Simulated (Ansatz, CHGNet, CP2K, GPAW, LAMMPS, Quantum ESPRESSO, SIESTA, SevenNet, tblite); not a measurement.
**Glassy 53P2O5-24SrO-24Li2O (mol %) (83 atoms) in GPAW**

Wanted: GPAW inputs and outputs for glassy 53P2O5-24SrO-24Li2O (mol %) (83 atoms), checked against a plane-wave reference.

Main program and level: GPAW 26.7.0; the method is named at each step.

## (1) The structure

The cell holds 83 atoms: 18 P, 4 Sr, 8 Li and 53 O. Its edges and angles: a = 10.375 Å, b = 10.375 Å, c = 10.375 Å, α = 90.0°, β = 90.0°, γ = 90.0°. 83 atoms (18 P, 4 Sr, 8 Li, 53 O) placed at random at 2.74 g/cm³, melted at 4000 K for 10 ps at fixed volume with the Morse and Coulomb pair potential with partial charges (Pedone, Malavasi, Menziani, Cormack and Segre, J. Phys. Chem. B 110, 11780 (2006)). Quenched from 4000 K to 300 K at 20 K/ps and fixed volume, held 10 ps at zero pressure, then minimised at fixed cell.

The yardstick, on the same geometry:

```
method                                           : Kohn-Sham DFT, PBE, SSSP efficiency 1.3.0 pseudopotentials, plane waves (Quantum ESPRESSO 7.5); sssp-pbe-1.3.0-efficiency, cutoffs 60/480 Ry, Γ point
r.m.s. force component                           : 1.241 eV/Å
longest force                                    : 4.752 eV/Å
pressure                                         : 2.693 GPa
gap (highest filled to lowest empty level) : 2.265 eV
time                                             : 2.9 min on 4 MPI ranks of Arm Neoverse V1, shared host
CPU time                                         : 11 min
```

## (2) PBE, LCAO dzp, h 0.18 Å

Method: Kohn-Sham DFT, PBE, PAW, atomic orbitals (dzp).

Contents of run.py:

```python
import numpy as np
from ase.io import read
from gpaw import GPAW, FermiDirac

atoms = read("structure.xyz")
atoms.calc = GPAW(
    mode="lcao",
    basis="dzp",
    h=0.18,
    xc="PBE",
    kpts={"size": (1, 1, 1), "gamma": True},
    occupations=FermiDirac(0.05),
    maxiter=200,
    symmetry={"point_group": False},
    txt="gpaw.txt",
)
energy = atoms.get_potential_energy(force_consistent=True)
forces = atoms.get_forces()
print(f"energy {energy:.6f} eV")
print("forces (eV/A)")
for i, (a, f) in enumerate(zip(atoms, forces)):
    print(f"{i:4d} {a.symbol:2s} {f[0]:10.5f} {f[1]:10.5f} {f[2]:10.5f}")
print(f"Fermi level {atoms.calc.get_fermi_level():.4f} eV")
for k in range(len(atoms.calc.get_ibz_k_points())):
    for s in range(atoms.calc.get_number_of_spins()):
        e = atoms.calc.get_eigenvalues(kpt=k, spin=s)
        n = np.searchsorted(e, atoms.calc.get_fermi_level())
        print(f"k {k} spin {s} levels about the Fermi level:", np.round(e[max(n - 6, 0):n], 4).tolist(), "|", np.round(e[n:n + 6], 4).tolist())
```

Contents of structure.xyz:

```xyz
83
Lattice="10.37499 0.00000 0.00000 0.00000 10.37499 0.00000 0.00000 0.00000 10.37499" Properties=species:S:1:pos:R:3 pbc="T T T"
P 7.11154 9.11474 0.64076
P 2.47568 3.37851 7.41086
P 3.40393 7.65218 3.27445
P 0.78549 9.29412 7.49303
P 4.62735 5.02450 6.35323
P 7.48203 0.97764 6.99171
P 5.62231 6.47306 1.43445
P 7.87586 2.49021 2.79658
P 1.90298 3.56288 2.57870
P 4.60079 0.56865 0.55579
P 3.07318 8.64486 9.44010
P 8.41017 8.09073 4.93694
P 9.77812 0.23738 3.78656
P 9.61606 5.57469 8.70389
P 0.90522 8.80266 1.75213
P 10.32239 1.87082 7.62178
P 5.17349 7.90325 7.32941
P 8.23048 8.33879 8.11542
Sr 9.29858 5.53547 2.22855
Sr 6.82446 3.64702 9.60745
Sr 0.85770 5.93066 5.36667
Sr 3.54399 0.80780 4.62828
Li 2.02873 5.60415 0.07107
Li 6.91317 5.07866 4.11285
Li 5.73716 9.59147 4.75237
Li 10.00315 3.14383 0.37651
Li 4.87573 2.31165 8.29231
Li 0.84618 1.21709 0.35929
Li 4.92065 3.28047 3.55800
Li 3.81634 3.99001 0.04440
O 9.85863 8.85433 8.17528
O 10.36856 7.67770 1.40944
O 7.81683 8.91699 9.67281
O 10.22061 1.98328 9.12138
O 5.21364 4.66771 5.03135
O 2.68142 7.51035 10.31606
O 6.40635 2.16682 2.76462
O 0.24070 9.80229 2.76193
O 2.97409 6.64217 4.28674
O 5.30318 4.31413 7.50516
O 2.57860 3.81385 8.83534
O 3.94779 0.51833 1.88493
O 6.65877 5.80398 2.28457
O 6.95622 8.03470 4.60867
O 0.47818 5.91831 7.90356
O 0.90947 4.41414 3.35102
O 6.87395 0.93167 5.63746
O 6.66396 1.60397 8.07371
O 8.80391 1.28567 3.21220
O 5.29176 5.57355 0.28189
O 8.00213 9.41862 1.77485
O 3.79538 9.88571 10.04092
O 4.66345 1.90941 10.27083
O 3.28161 2.14192 7.09639
O 9.23291 7.03580 4.26910
O 1.00689 8.63842 6.17800
[... 23 atom lines left out ...]
O 6.28704 7.80376 0.89339
O 5.99726 10.20671 0.53327
O 8.15920 3.61828 3.75813
O 4.79906 6.54849 6.67994
```

Launch:

```bash
$ OMP_NUM_THREADS=1 python run.py > output.txt
```

What it wrote:

```text
energy -511.750579 eV
forces (eV/A)
   0 P     1.19669   -0.23200    2.07827
   1 P     2.65392   -1.89404    3.14788
   2 P    -0.19474    0.34941    2.11946
   3 P    -2.59624   -1.98548   -2.34229
   4 P     2.84598   -2.55212    1.65691
   5 P    -1.68225   -2.33523    0.10088
   6 P     1.26757   -0.35683    0.06633
   7 P    -1.68815    1.75551   -0.22050
   8 P    -0.46603   -0.31028   -1.30784
   9 P    -0.77365   -0.45624    2.67694
  10 P     0.09341   -1.57294    2.65230
  11 P    -2.44755   -0.17550    0.17295
  12 P     1.64198    0.83676    2.12564
  13 P     1.43806   -1.25731   -2.13762
  14 P    -0.95826   -0.76297   -3.05886
  15 P    -1.16732   -1.25723    3.46802
  16 P     0.92345    3.15639   -0.58447
  17 P     0.43292    0.56886   -2.25996
  18 Sr    0.13104    0.14161   -0.43849
  19 Sr    1.46217    0.42333   -0.14979
  20 Sr    0.07935    0.44230    0.34659
  21 Sr   -1.57000    0.28935   -0.49353
  22 Li   -0.65261    0.29449   -0.00605
  23 Li   -0.11449    0.11666    0.16658
[...]
75 O    -2.42048    1.64574   -3.32208
  76 O     0.36812   -1.62608    0.65265
  77 O    -0.52582    1.38832   -2.09259
  78 O     1.98646    2.12339   -2.76479
  79 O    -0.93282   -0.21975   -1.06214
  80 O     0.52190    1.25571   -1.00879
  81 O     0.83305    2.42795    1.88541
  82 O    -1.08585    0.64291   -1.03710
Fermi level 4.0517 eV
k 0 spin 0 levels about the Fermi level: [2.3451, 2.3618, 2.54, 2.6114, 2.7123, 3.0646] | [5.0383, 6.0706, 6.7888, 6.8938, 7.2172, 7.5321]
```

gpaw.txt:

```text
Input parameters:
  mode=LCAO(),
  basis={'default': 'dzp'},
  h=0.18,
  kpts=MonkhorstPack(size=(1, 1, 1), gamma=True),
  maxiter=200,
  occupations=Occupations(name='fermi-dirac', width=0.05, fixmagmom=False),
  symmetry=Symmetry(point_group=False),
  xc=XC(name='PBE')
Unit cell  # Å
| periodic |         x |         y |         z |   lengths |    angles |
|----------|-----------|-----------|-----------|-----------|-----------|
|      yes | 10.374990 |  0.000000 |  0.000000 | 10.374990 | 90.000000 |
|      yes |  0.000000 | 10.374990 |  0.000000 | 10.374990 | 90.000000 |
|      yes |  0.000000 |  0.000000 | 10.374990 | 10.374990 | 90.000000 |
Number of symmetries: 1
Symmetry operations  # r_c * U_cc + t_c -> r_c
|   | kind |            matrix            |
|---|------|------------------------------|
| 0 |  E   |  1, 0, 0,  0, 1, 0,  0, 0, 1 |
BZ-sampling:
  Number of BZ points: 1
  Number of IBZ points: 1
  Monkhorst-Pack size: [1, 1, 1]
  Monkhorst-Pack shift: [0, 0, 0]
[... lines left out ...]
eigensolver:
density mixing:
  MSR1-Mixer
occupation numbers:
  Fermi-Dirac:
    width: 0.0500  # eV
FastPoissonSolver using
    Stencil: 6*3+1=19 point O(h^6) finite-difference Laplacian
xc functional:
  name: PBE with 2 nearest neighbor stencil
interpolation: tri-quintic # 5. degree polynomial
Initialization done in: 9.894 s
convergence criteria:
- Maximum [total energy] change in last 3 cyles: 0.0005 eV / valence electron
- Maximum integral of absolute [dens]ity change: 0.0001 electrons / valence electron
- Maximum integral of absolute [eigenst]ate change: 4e-08 eV^2 / valence electron
maximum number of iterations: 200
SCF iterations
|iter     |      energy | eigst |  dens |
|---------|-------------|-------|-------|
|iter:   1| -572.218601 |      c|       |
|iter:   2| -557.131252 |      c| -0.82 |
|iter:   3| -511.553466 |      c| -0.87 |
|iter:   4| -511.673463 |      c| -1.49 |
|iter:   5| -511.790301 |      c| -1.80 |
|iter:   6| -511.751901c|      c| -2.23 |
|iter:   7| -511.750958c|      c| -2.93 |
|iter:   8| -511.750588c|      c| -3.33 |
|iter:   9| -511.750580c|      c| -3.88 |
|iter:  10| -511.750579c|      c| -4.28c|
Converged in 10 steps
SCF loop duration: 113.458 s (11.346 s/step)
Energy contributions relative to reference atoms: (reference = -623227.000410)
Energy contributions:
  Kinetic:         531.472554
  Coulomb:        -409.179270
  Zero:              7.789940
  External:          0.000000
  Xc:             -641.833803
  Entropy:          -0.000000
  Spinorbit:         0.000000
  ----------------------------
  Free energy:    -511.750579
  Extrapolated:   -511.750579
dipole moment: (56.155512, -12.149698, 27.560545)  # |e|*Ang
Fermi level: 4.052
Eigenvalues  # (at kpt = [0.000, 0.000, 0.000])
| band index |      eig [eV] | occ [0-2] |
|------------|---------------|-----------|
|          0 |       -32.131 |     2.000 |
|        ... |               |           |
|        220 |         2.119 |     2.000 |
|        221 |         2.159 |     2.000 |
[...]
|        235 |         7.693 |     0.000 |
|        ... |               |           |
|        277 |        10.683 |     0.000 |
Gap: 1.974 eV
Transition (v -> c):
  (s=0, k=0, n=227, [0.00, 0.00, 0.00]) -> (s=0, k=0, n=228, [0.00, 0.00, 0.00])
No difference between direct/indirect transitions
Force computation time: 28.907  # s
timing:  # [seconds]
  Total:  152.291  # ━━━━━━━━━━━━━━━━━━━━━━━━━━━━━━━━━━━━━━━━━━━━━━━━━━━━━━━━
  Init:     9.893  # ━━━╸
  SCF:    113.458  # ━━━━━━━━━━━━━━━━━━━━━━━━━━━━━━━━━━━━━━━━━╸
  Forces:  28.907  # ━━━━━━━━━━╸
```

Wall time 2.6 min (1 thread of Arm Neoverse V1, shared host); peak memory 1.4 GiB.

Banners, paths, timers and routine set-up lines are dropped from the logs unmarked, and long logs keep their key lines alone; longer cuts are marked.

Compared with the plane-wave run:

```yaml
r_m_s_force_component: 1.566 eV/Å
r_m_s_difference_of_force_components: 502.5 meV/Å
longest_difference_of_force_vectors: 1425 meV/Å
force_difference_over_r_m_s_force: 40.47 %
slope_of_forces_against_the_reference_s: 1.213
correlation_of_force_components: 0.9621
spacing_of_highest_filled_and_lowest_empty_level: 1.974 eV
gap_difference: -0.2915 eV
```

This run lies far from the reference in forces at the same functional. Basis and potentials both differ; the latter hold 456 valence electrons against the reference's 472.

Length of the force difference by element (eV/Å):

```
element  atoms  mean  most
     Li      8  0.14  0.18
      O     53  0.99   1.4
      P     18  0.23  0.41
     Sr      4  0.15  0.18
```

Levels nearest the highest filled one (eV from it): -0.72, -0.70, -0.52, -0.45, -0.35, 0.00, 1.97, 3.01, 3.72, 3.83, 4.15, 4.47.

Local excerpt of 10 atoms (numbers count through the whole input) about P12, picked at random; x, y, z are measured from there.

```
atom      x      y      z  distance (Å)  bonds     Fx     Fy  Fz (eV/Å)
 P12   0.00   0.00   0.00          0.00      4  -2.45  -0.18       0.17
 O44  -1.45  -0.06  -0.33          1.49      2  -2.22   0.26      -0.86
 O55   0.82  -1.05  -0.67          1.50      3   2.31  -2.68      -1.22
 O67   0.12  -0.21   1.53          1.55      2   1.39  -1.27       2.28
 O58   0.59   1.41  -0.36          1.57      2  -0.27   1.52       0.46
Li25  -2.67   1.50  -0.18          3.07      4   1.34  -1.31       0.27
 P13   1.37   2.52  -1.15          3.09      4   1.64   0.84       2.13
 O77  -0.59   1.82   2.53          3.17      2   0.37  -1.63       0.65
 P18  -0.18   0.25   3.18          3.19      6   0.43   0.57      -2.26
 O56   2.97   0.55   1.24          3.27      2   0.78  -0.29      -1.26
```

Atoms are counted from 1 here, from 0 in the log.

Forces lie 40 % from the reference's, at 0.22 times its CPU time (on 1 against 4 cores).

The difference per atom is largest on O (0.99 eV/Å on average, against 0.23 on P).

## (3) PBE, LCAO sz(dzp), h 0.18 Å

Method: Kohn-Sham DFT, PBE, PAW, atomic orbitals (sz(dzp)).

run.py, as its differences from that of step 2:

```diff
@@ -7,3 +7,3 @@
     mode="lcao",
-    basis="dzp",
+    basis="sz(dzp)",
     h=0.18,
```

structure.xyz is that of step 2.

What it wrote:

```text
energy -305.408838 eV
forces (eV/A)
   0 P     0.10623   -0.59735   -0.06526
   1 P    -0.39552    0.21694    0.48791
   2 P    -0.76584    0.17503   -0.58623
   3 P    -1.77393   -0.98520   -0.30507
   4 P     0.72893    0.30119    0.17503
   5 P     0.08658   -1.67476    0.23392
   6 P    -0.05510    1.62580   -0.03424
   7 P    -0.27822   -0.56307    0.67369
   8 P     0.06780   -1.28931   -1.41409
   9 P     0.76366   -1.07530    0.92545
  10 P    -0.54373    0.58848    2.40649
  11 P    -1.24090    1.54737    0.58396
  12 P    -0.19465    0.06500    0.10346
  13 P     0.65933    0.86647   -1.21719
  14 P     0.63450   -0.10706   -0.99318
  15 P    -1.68380    0.48005   -0.03292
  16 P     0.94717    0.37639   -0.55200
  17 P     0.00548    0.69975   -1.31776
  18 Sr    0.12480    0.43372   -0.35583
  19 Sr    1.19932    0.21343   -0.41254
  20 Sr    0.51336    0.36044    0.45740
  21 Sr   -1.30960    0.30283   -0.96073
  22 Li   -0.60034    0.70152    0.10344
  23 Li   -0.00238    0.25585    0.26566
[...]
75 O    -2.81069    3.09546   -4.81944
  76 O     0.92307   -3.84980    1.21542
  77 O    -1.47009    7.68701   -5.87989
  78 O     4.62826    5.23240   -6.66556
  79 O    -1.60281   -0.35073   -1.45751
  80 O     0.53905    1.85497   -1.44008
  81 O     1.82431    7.44851    5.51090
  82 O    -1.49240    0.56502   -1.38850
Fermi level 5.1210 eV
k 0 spin 0 levels about the Fermi level: [3.6854, 3.8742, 3.9285, 4.1276, 4.395, 4.8584] | [5.3835, 6.6082, 7.3265, 7.5238, 7.7337, 8.2114]
```

gpaw.txt:

```text
Input parameters:
  mode=LCAO(),
  basis={'default': 'sz(dzp)'},
  h=0.18,
  kpts=MonkhorstPack(size=(1, 1, 1), gamma=True),
  maxiter=200,
  occupations=Occupations(name='fermi-dirac', width=0.05, fixmagmom=False),
  symmetry=Symmetry(point_group=False),
  xc=XC(name='PBE')
Unit cell  # Å
| periodic |         x |         y |         z |   lengths |    angles |
[... lines left out ...]
  Fermi-Dirac:
[... lines left out ...]
convergence criteria:
- Maximum [total energy] change in last 3 cyles: 0.0005 eV / valence electron
[... lines left out ...]
Converged in 11 steps
[... lines left out ...]
  Free energy:    -305.408838
  Extrapolated:   -305.405577
dipole moment: (56.024578, -13.155876, 25.937001)  # |e|*Ang
Fermi level: 5.121
Eigenvalues  # (at kpt = [0.000, 0.000, 0.000])
| band index |      eig [eV] | occ [0-2] |
|------------|---------------|-----------|
|          0 |       -30.479 |     2.000 |
|        ... |               |           |
|        220 |         3.382 |     2.000 |
|        221 |         3.643 |     2.000 |
[...]
|        235 |         8.630 |     0.000 |
|        ... |               |           |
|        277 |        12.526 |     0.000 |
Gap: 0.525 eV
Transition (v -> c):
  (s=0, k=0, n=227, [0.00, 0.00, 0.00]) -> (s=0, k=0, n=228, [0.00, 0.00, 0.00])
No difference between direct/indirect transitions
Force computation time: 7.274  # s
timing:  # [seconds]
  Total:  56.486  # ━━━━━━━━━━━━━━━━━━━━━━━━━━━━━━━━━━━━━━━━━━━━━━━━━━━━━━━━━
  Init:    7.269  # ━━━━━━━╸
  SCF:    41.915  # ━━━━━━━━━━━━━━━━━━━━━━━━━━━━━━━━━━━━━━━━━━╸
  Forces:  7.274  # ━━━━━━━╸
```

Wall time 58 s (1 thread); peak memory 1.1 GiB.

Against the reference:

* r.m.s. force component: 3.71 eV/Å
* r.m.s. difference of force components: 3126 meV/Å
* longest difference of force vectors: 9686 meV/Å
* force difference over r.m.s. force: 251.8 %
* slope of forces against the reference's: 1.794
* correlation of force components: 0.6003
* gap (highest filled to lowest empty level): 0.5251 eV
* gap difference: -1.74 eV

This is a coarse setting, run to see what it loses.

Against the first run (40 %), the force difference from the reference is 252 %, at 0.38 times the CPU time, with 344 basis functions against 1079: the smaller basis costs accuracy.

## (4) revPBE, LCAO dzp, h 0.18 Å

Method: Kohn-Sham DFT, revPBE, PAW, atomic orbitals (dzp).

run.py, as its differences from that of step 3:

```diff
@@ -7,5 +7,5 @@
     mode="lcao",
-    basis="sz(dzp)",
+    basis="dzp",
     h=0.18,
-    xc="PBE",
+    xc="revPBE",
     kpts={"size": (1, 1, 1), "gamma": True},
```

structure.xyz is that of step 3.

What it wrote:

```text
energy -487.508122 eV
forces (eV/A)
   0 P     1.21401   -0.22668    2.09987
   1 P     2.67374   -1.91447    3.15583
   2 P    -0.20794    0.34142    2.13791
   3 P    -2.60432   -1.99988   -2.36831
   4 P     2.87224   -2.56945    1.67476
   5 P    -1.69695   -2.34001    0.09678
   6 P     1.28392   -0.35799    0.07428
   7 P    -1.70940    1.75357   -0.23341
   8 P    -0.47551   -0.32700   -1.32554
   9 P    -0.78153   -0.45806    2.69356
  10 P     0.08687   -1.58187    2.67865
  11 P    -2.47273   -0.18426    0.15939
  12 P     1.65567    0.85673    2.15400
  13 P     1.46423   -1.26476   -2.15318
  14 P    -0.96580   -0.76771   -3.08664
  15 P    -1.18320   -1.26018    3.48401
  16 P     0.92722    3.17354   -0.58880
  17 P     0.43603    0.57554   -2.28469
  18 Sr    0.12714    0.13745   -0.46051
  19 Sr    1.50626    0.44313   -0.11830
  20 Sr    0.04264    0.40752    0.36841
  21 Sr   -1.59508    0.29205   -0.46170
  22 Li   -0.69049    0.29878   -0.04123
  23 Li   -0.09420    0.16115    0.21644
[...]
75 O    -2.47818    1.71163   -3.42686
  76 O     0.36000   -1.63810    0.67045
  77 O    -0.58703    1.49022   -2.11101
  78 O     2.04072    2.18345   -2.78299
  79 O    -0.94130   -0.23028   -1.08399
  80 O     0.55391    1.30750   -1.02183
  81 O     0.90250    2.48056    2.03690
  82 O    -1.11274    0.65871   -1.07123
Fermi level 4.2150 eV
k 0 spin 0 levels about the Fermi level: [2.491, 2.5065, 2.6871, 2.7547, 2.8625, 3.2173] | [5.2126, 6.2527, 6.9828, 7.171, 7.4893, 7.742]
```

gpaw.txt:

```text
Input parameters:
  mode=LCAO(),
  basis={'default': 'dzp'},
  h=0.18,
  kpts=MonkhorstPack(size=(1, 1, 1), gamma=True),
  maxiter=200,
  occupations=Occupations(name='fermi-dirac', width=0.05, fixmagmom=False),
  symmetry=Symmetry(point_group=False),
  xc=XC(name='revPBE')
Unit cell  # Å
| periodic |         x |         y |         z |   lengths |    angles |
[... lines left out ...]
  Fermi-Dirac:
[... lines left out ...]
convergence criteria:
- Maximum [total energy] change in last 3 cyles: 0.0005 eV / valence electron
[... lines left out ...]
Converged in 10 steps
[... lines left out ...]
  Free energy:    -487.508122
  Extrapolated:   -487.508122
dipole moment: (56.218668, -12.244002, 27.655003)  # |e|*Ang
Fermi level: 4.215
Eigenvalues  # (at kpt = [0.000, 0.000, 0.000])
| band index |      eig [eV] | occ [0-2] |
|------------|---------------|-----------|
|          0 |       -32.122 |     2.000 |
|        ... |               |           |
|        220 |         2.262 |     2.000 |
|        221 |         2.299 |     2.000 |
[...]
|        235 |         7.930 |     0.000 |
|        ... |               |           |
|        277 |        10.913 |     0.000 |
Gap: 1.995 eV
Transition (v -> c):
  (s=0, k=0, n=227, [0.00, 0.00, 0.00]) -> (s=0, k=0, n=228, [0.00, 0.00, 0.00])
No difference between direct/indirect transitions
Force computation time: 29.116  # s
timing:  # [seconds]
  Total:  153.596  # ━━━━━━━━━━━━━━━━━━━━━━━━━━━━━━━━━━━━━━━━━━━━━━━━━━━━━━━━
  Init:     9.685  # ━━━╸
  SCF:    114.766  # ━━━━━━━━━━━━━━━━━━━━━━━━━━━━━━━━━━━━━━━━━━
  Forces:  29.116  # ━━━━━━━━━━╸
```

Wall time 2.6 min (1 thread); peak memory 1.4 GiB.

Against the reference:

- r.m.s. force component: 1.601 eV/Å
- r.m.s. difference of force components: 543.1 meV/Å
- longest difference of force vectors: 1521 meV/Å
- force difference over r.m.s. force: 43.75 %
- slope of forces against the reference's: 1.236
- correlation of force components: 0.9583
- gap (highest filled to lowest empty level): 1.995 eV
- gap difference: -0.2699 eV

Against the first run (40 %), the force difference from the reference is 44 %, at 1.0 times the CPU time; the model has changed, so this is no error of the program alone.

The difference per atom is largest on O (1.1 eV/Å on average, against 0.24 on P).

[end of part 1 of 2]

[Also dropped from logs without a mark: logging warnings of Python, and SIESTA's first energy breakdown and zero terms.]

[Logs are printed without paths, hosts, clocks, repeated set-up lines and the standing remarks that a program may print on its own settings, such as how far it seeks lower states.]

[Hosts, paths, dates, database ids (printed as entryN), source tags and the programs' standing remarks are cut or masked in the printed files.]
